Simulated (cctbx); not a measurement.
# Interatomic vectors of WSe

Space group P4_2/m (no. 84), a = 7.1560 Å, b = 7.1560 Å, c = 7.3150 Å, α = 90.00°, β = 90.00°, γ = 90.00°, content W8 Se8.

Simulated single-crystal data (cctbx): Mo Kα, λ = 0.71073 Å, to d = 0.84 Å, 70 % of the full sphere, strongest reflection 70000 counts, noise from counting, a 6 % proportional error and a noise floor of 4 counts (s.d.); no absorption, some extinction.

Patterson synthesis, origin scaled to 1000:

```text
Patterson group P 4/m
      u       v       w   height  length (A)
  0.000   0.000   0.000   1000.0     0.00
  0.000   0.000   0.500    279.3     3.66
  0.231   0.259   0.500    206.6     4.42
  0.254   0.485   0.250    197.4     4.33
  0.245   0.521   0.000    193.9     3.85
  0.000   0.500   0.250    188.3     4.02
  0.020   0.255   0.500    185.3     4.09
  0.500   0.500   0.500    165.0     6.24
  0.211   0.717   0.500    138.1     4.45
  0.000   0.500   0.000    134.2     3.58
  0.195   0.692   0.000    130.5     2.61
  0.058   0.736   0.245     81.9     2.64
  0.192   0.197   0.222     63.9     2.55
  0.318   0.308   0.264     63.2     3.71
```

**Question.** Which atom pairs make the peaks, and where is the heaviest atom?

A peak at u stands for all pairs with xi − xj = u, with weight Σ ZiZj against Σ Z² = 53056 at the origin. Peak heights follow these weights only roughly, since form factors, motion and series ripples differ, all vectors within 0.55 Å of a peak are counted as merged into it though the farther ones add only part of their weight, and F(000) is left out, which lowers the whole map:

| u | v | w | shortest length (Å) | height | 1000 ΣZiZj/ΣZ² | pairs in the cell |
| --- | --- | --- | --- | --- | --- | --- |
| 0.000 | 0.000 | 0.500 | 3.66 | 279 | 381 | 2 × W–W, 8 × Se–Se |
| 0.231 | 0.259 | 0.500 | 4.42 | 207 | 206 | 2 × W–W |
| 0.254 | 0.485 | 0.250 | 4.32 | 197 | 206 | 2 × W–W |
| 0.245 | 0.521 | 0.000 | 3.85 | 194 | 206 | 2 × W–W |
| 0.000 | 0.500 | 0.250 | 4.02 | 188 | 206 | 2 × W–W |
| 0.020 | 0.255 | 0.500 | 4.09 | 185 | 206 | 2 × W–W |
| 0.500 | 0.500 | 0.500 | 6.24 | 165 | 206 | 2 × W–W |
| 0.211 | 0.717 | 0.500 | 4.45 | 138 | 190 | 4 × W–Se |
| 0.000 | 0.500 | 0.000 | 3.58 | 134 | 206 | 2 × W–W |
| 0.195 | 0.692 | 0.000 | 2.61 | 130 | 190 | 4 × W–Se |

The table stops at ten peaks or at a height of 45, below which ripples compete. In the model behind the data W, the heaviest element, has 3 independent sites: (0.7453, 0.5186, 0), (1/2, 0, 0) and (0, 0, 3/4), up to an allowed shift of origin; the W–W vectors are differences of these positions and their symmetry mates. The whole model:

| atom | mult. | x | y | z | Ueq (Å²) |
| --- | --- | --- | --- | --- | --- |
| W1 | 4 | 0.7453 | 0.5186 | 0 | 0.0083 |
| W2 | 2 | 1/2 | 0 | 0 | 0.0130 |
| W3 | 2 | 0 | 0 | 3/4 | 0.0084 |
| Se1 | 8 | 0.3034 | 0.1970 | 0.2264 | 0.0169 |

The model is made up (kin elements in a known structure type, no relaxation), so it says nothing on whether the phase exists.

[Logs are printed without paths, hosts, clocks, repeated set-up lines and the standing remarks that a program may print on its own settings, such as how far it seeks lower states.]
